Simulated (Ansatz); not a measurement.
# H2O on Al(111), ontop start, 2x2 cell: photoemission fingerprints, part 3 of 3

What would XPS and UPS show for H2O on Al(111), ontop start, 2x2 cell?

Ansatz 0.2.0; DFT, LDA, plane-wave PAW, default files, scalar-relativistic (the session's first sound run).

So far, work function, upper face (eV): step 2 (the clean face) 4.17; step 3 (relaxation) 3.23; step 4 (layer-resolved bands, DOS and potential) 3.22.

### Step 6. With PBEsol

This step: DFT, PBEsol, plane-wave PAW, default files, scalar-relativistic (Ansatz 0.2.0).

The run is repeated with PBEsol on the same cell, to see how much the levels hang on the functional.

File input.yaml:

```yaml
crystal:
  lattice:
    - [5.713422792, 0.0, 0.0]
    - [2.856711396, 4.9479692804, 0.0]
    - [0.0, 0.0, 24.4974852626]
  atoms:
    - { symbol: H, position: [0.0649277506, 0.1504272622, 0.6787825526] }
    - { symbol: H, position: [0.7862043865, 0.1536387405, 0.6788546599] }
    - { symbol: O, position: [-0.0163976444, 0.0338499651, 0.6738431978] }
    - { symbol: Al, position: [0.0049176373, -0.0101328844, 0.5910203215] }
    - { symbol: Al, position: [0.4966800074, 0.0066354802, 0.5859357493] }
    - { symbol: Al, position: [0.0002863045, 0.50081873, 0.5851471241] }
    - { symbol: Al, position: [0.4988320562, 0.5009053014, 0.5851926409] }
    - { symbol: Al, position: [0.835732452, 0.3284958012, 0.4938514042] }
    - { symbol: Al, position: [0.3328946327, 0.3342877734, 0.4929413621] }
    - { symbol: Al, position: [0.833241413, 0.8343936268, 0.4930253893] }
    - { symbol: Al, position: [0.3323341411, 0.8344094702, 0.4930536117] }
    - { symbol: Al, position: [0.166666667, 0.166666667, 0.401367527] }
    - { symbol: Al, position: [0.666666667, 0.166666667, 0.401367527] }
    - { symbol: Al, position: [0.166666667, 0.666666667, 0.401367527] }
    - { symbol: Al, position: [0.666666667, 0.666666667, 0.401367527] }
    - { symbol: Al, position: [0.0, 0.0, 0.306153873] }
    - { symbol: Al, position: [0.5, 0.0, 0.306153873] }
    - { symbol: Al, position: [0.0, 0.5, 0.306153873] }
    - { symbol: Al, position: [0.5, 0.5, 0.306153873] }
kpoints:
  mp_grid: { grid: [12, 12, 1] }
scf:
  occupations: { method: fermi_dirac, width: 0.05 }
  n_extra_bands: 19
hamiltonian:
  xc: pbesol
  pseudopotentials: { kind: paw }
output:
  forces: true
  write_potential: true
  volumetric_format: []
  eigenstates:
    kpoints:
      - [0.33333333, -0.33333333, 0.0]
      - [0.25, -0.375, 0.0]
      - [0.16666667, -0.41666667, 0.0]
      - [0.08333333, -0.45833333, 0.0]
      - [0.0, 0.5, 0.0]
      - [-0.08333333, 0.45833333, 0.0]
      # [... 29 more points ...]
      - [0.25, 0.5, 0.0]
      - [0.29166667, -0.41666667, 0.0]
    e_range: [-8.0, 4.0]
    unfold:
      supercell_matrix: [[2, 0, 0], [0, 2, 0], [0, 0, 1]]
      layers:
        axis: 3
        edges: [0.142872, 0.424281, 0.424381, 0.568816, 0.568916, 0.842135]
efield:
  axis: 3
  dipole_correction: true
```

On the command line:

```bash
> ansatz run input.yaml --threads 4 --pin off --max-ram 8192MiB --backend cpu --events-out ev --progress --plain --runs-dir out
```

Run time: 1.8 min. Hardware: 4 threads of Intel Xeon at 2.80GHz (Skylake/Cascade Lake), shared host; peak memory 2.3 GiB.

Numbers from this step:

| Item | Value |
| --- | --- |
| free energy | -8981.7746 eV |
| energy at zero smearing | -8981.7466 eV |
| smearing term TS | 0.05594 eV |
| Fermi energy | 1.085 eV |
| work function, upper face | 3.024 eV |
| work function, lower face | 4.086 eV |

A(k,E), total over k along the path and E. Zero: Fermi level.

Ten even steps from '_' (0.08 eV⁻¹) to '@' (3.22 eV⁻¹), each cell a mean:
```
::++::..==**++--....::--------....::--..::::....::==**++--::
**==::----==++..::..........__..::::--==::..__==++++++::::++
++..======++::____::::......::--....----....::::::::::--++**
::--======++--______..::::::..______::::::..--......--++++::
::====++**--..::__________________..----..::--......------::
------**==..__..::..____________::::....::--..--==++**--..--
::--++==++______..::::..__..::::..____::==::..====--::==::..
**--==++--::________..::--::::..______..--::--....____::++**
--****==__....________________________::----::______..==**==
==++**--____::..____________________::..::::--..::----==++--
@@##==..::____::..________________::..__..==..------==--==@@
++**::__....____::::__________..::..____::--::====--::::**++
@@--::____::______::--::::::::::______..::::==......--**==@@
--::..::__..::________..::....______..::__::------****--++==
..--......__..::__________________..::____::--****==--++==..
__..--..::____..::______________..::..__..::--::--==**--____
__..::......____..::..______..::::______::..::**##++::______
____::::..::..____..::::::::::..______::..::::......________
____..::::..::______________________::....::::______________
______--::....::..__................::..::::..______________
______..--::..::::______________..::....::::________________
________..::::__::::..______..::::__..::....________________
```
Columns: k along the path (Å⁻¹) from 0 to 3.47; rows upwards: E (eV) from -7.7 to 3.07.

Peaks of A(k,E) at the labelled points: for each region the eleven nearest the zero at most, each over 6 % of that point's highest, less those above the energy where the solved bands run out; weight and spread sum the levels within three half widths or 0.3 eV, so near peaks share levels. Peaks of the spectral function, the first 40 of 87 rows:

```tsv
point	weight on	E (eV)	A (1/eV)	weight near the peak	rms spread of levels (eV)
K	total	-3.14	4.823	3.028	0.062
K	total	-2.1	4.445	2.984	0.08
K	total	-0.68	3.358	2.041	0.088
K	total	0.4	1.723	0.94	0
K	total	2.14	4.044	2.767	0.104
K	top	-6.82	0.235	0.138	0
K	top	-5.74	0.15	0.096	0.145
K	top	-3.12	0.288	0.187	0.177
K	top	-2.14	0.732	0.477	0.088
K	top	-0.7	0.855	0.554	0.142
K	top	0.4	0.366	0.195	0
K	top	1.38	0.223	0.098	0.111
K	top	2.14	1.032	0.707	0.108
K	middle	-3.14	2.797	1.775	0.044
K	middle	-2.1	1.451	0.97	0.084
K	middle	-0.7	1.092	0.649	0.054
K	middle	0.4	0.584	0.322	0
K	middle	2.14	1.066	0.73	0.104
K	bottom	-3.14	1.738	1.064	0.039
K	bottom	-2.1	2.276	1.536	0.073
K	bottom	-0.68	1.416	0.837	0.045
K	bottom	0.4	0.772	0.422	0
K	bottom	2.14	1.945	1.33	0.102
Γ	total	-6.66	0.725	0.409	0
Γ	total	-5.58	1.355	0.828	0.046
Γ	total	-3.3	1.501	0.952	0.093
Γ	total	-1.8	0.128	0.031	0.046
Γ	total	-0.56	1.456	0.894	0.039
Γ	total	0.36	0.247	0.085	0.143
Γ	total	1.5	1.513	0.917	0.063
Γ	total	2.58	0.874	1.05	0.235
Γ	total	3.02	1.546	2.008	0.316
Γ	top	-6.66	0.362	0.215	0
Γ	top	-5.58	0.372	0.225	0.067
Γ	top	-3.3	0.386	0.246	0.111
Γ	top	-1.8	0.051	0.016	0.054
Γ	top	-0.56	0.459	0.28	0.046
Γ	top	0.38	0.106	0.042	0.143
Γ	top	1.5	0.78	0.482	0.071
Γ	top	2.56	0.447	0.508	0.248
```

From the Fermi level. Table of planar mean, electrostatic potential by z:

z (Å), planar mean, electrostatic potential (eV) and a bar from the least value:
```
      0.0       3.63 #############################
      0.5       3.85 #############################
      1.0       4.06 ##############################
      1.5       4.09 ##############################
      2.0       4.09 ##############################
      2.5       4.09 ##############################
      3.0       4.09 ##############################
      3.5       4.08 ##############################
      4.0       4.08 ##############################
      4.5       4.06 ##############################
      5.0       3.98 ##############################
      5.5       3.73 #############################
      6.0       2.83 ###########################
      6.5      -0.11 ###################
      7.0      -6.02 ####
      7.5      -7.35 
      8.0      -6.12 ###
      8.5      -1.06 #################
      9.0      -2.46 #############
      9.5      -7.03 #
     10.0      -7.39 
     10.5      -4.58 #######
     11.0      -1.04 #################
     11.5      -5.46 #####
     12.0      -7.46 
     12.5      -6.69 ##
     13.0      -1.79 ###############
     13.5      -2.16 ##############
     14.0      -6.76 ##
     14.5      -7.31 
     15.0      -4.92 #######
     15.5       0.60 #####################
     16.0       1.27 #######################
     16.5      -1.28 ################
     17.0       0.96 ######################
     17.5       2.69 ##########################
     18.0       2.95 ###########################
     18.5       3.00 ###########################
     19.0       3.02 ###########################
     19.5       3.02 ###########################
     20.0       3.02 ###########################
     20.5       3.02 ###########################
     21.0       3.02 ###########################
     21.5       3.02 ###########################
     22.0       3.02 ###########################
     22.5       3.02 ###########################
     23.0       3.02 ###########################
     23.5       3.20 ############################
     24.0       3.42 ############################
```

Levels are drawn here with a half width of 0.2 eV, so heights of A(k,E) don't compare between steps with other widths.

Side by side:

```tsv
quantity	this run	base run	difference
work function, upper face (eV)	3.0238	3.2182	-0.194
work function, lower face (eV)	4.0861	4.1974	-0.111
```

One result that differs is the work function, upper face, 3.02 eV against 3.22 eV.

### Step 7. Results

```
work function                                                   : 3.22 eV (other face 4.20 eV)
change from the clean face                                      : -0.95 eV
Al core shifts among the listed atoms, from the last listed one : -0.06 to +0.48 eV
```

The Fermi level of H2O on Al(111), ontop start, 2x2 cell lies 3.22 eV (other face 4.20 eV) below the vacuum, a change of -0.95 eV from the clean face. No level with weight over 0.3 between −3.0 and 3.0 eV at the labelled points has over 60 % of its weight in the top region and under 6 % in the middle, the test used here for a surface state; levels near these limits can still be surface states of a thicker slab. After relaxation O3 stands 2.13 Å above the top layer, bonded to 1 Al atom at 2.04 Å. The bare lower face differs from the lower face of the clean 1×1 slab by 0.04 eV, a measure of the error from mesh and slab. Core shifts: Al -0.06 to +0.48 eV. Among the sites run, the most bound Al 2p level is that of Al4 (layer 1), bonded to 9 Al and 1 O; the least bound, 0.54 eV shallower, that of Al6 (layer 1), bonded to 9 Al. At 21.2 eV the valence spectrum has its highest listed peaks within 10.8 eV at 6.7 eV (O 2p) and 8.4 eV (O 2p). At 1486.7 eV the valence spectrum has its highest listed peaks within 13 eV at 0.4 eV (Al 3s), 1.1 eV (Al 3s), 2.9 eV (Al 3s), 3.8 eV (Al 3s) and 4.7 eV (Al 3s). The shell named is the one with most of the intensity, cross sections included, not always the one with most states there. In the main run, from 1486.7 eV towards hard X-rays the Al 3s share grows by 15 points, as its cross section falls more slowly with photon energy than those of the shells it gains on. With PBEsol, the work function moves from 3.22 to 3.02 eV. The slab's own atoms span 7.0 Å, so bulk bands appear as a few quantum-well levels, and states of the two faces can mix.

[Logs are printed without paths, hosts, clocks, repeated set-up lines and the standing remarks that a program may print on its own settings, such as how far it seeks lower states.]

[Hosts, paths, dates, database ids (printed as entryN), source tags and the programs' standing remarks are cut or masked in the printed files.]

[Maps of the electrostatic potential energy from Ansatz leave out the sawtooth potential of an applied field or a dipole correction, so their vacuum need not be flat; work functions include it.]
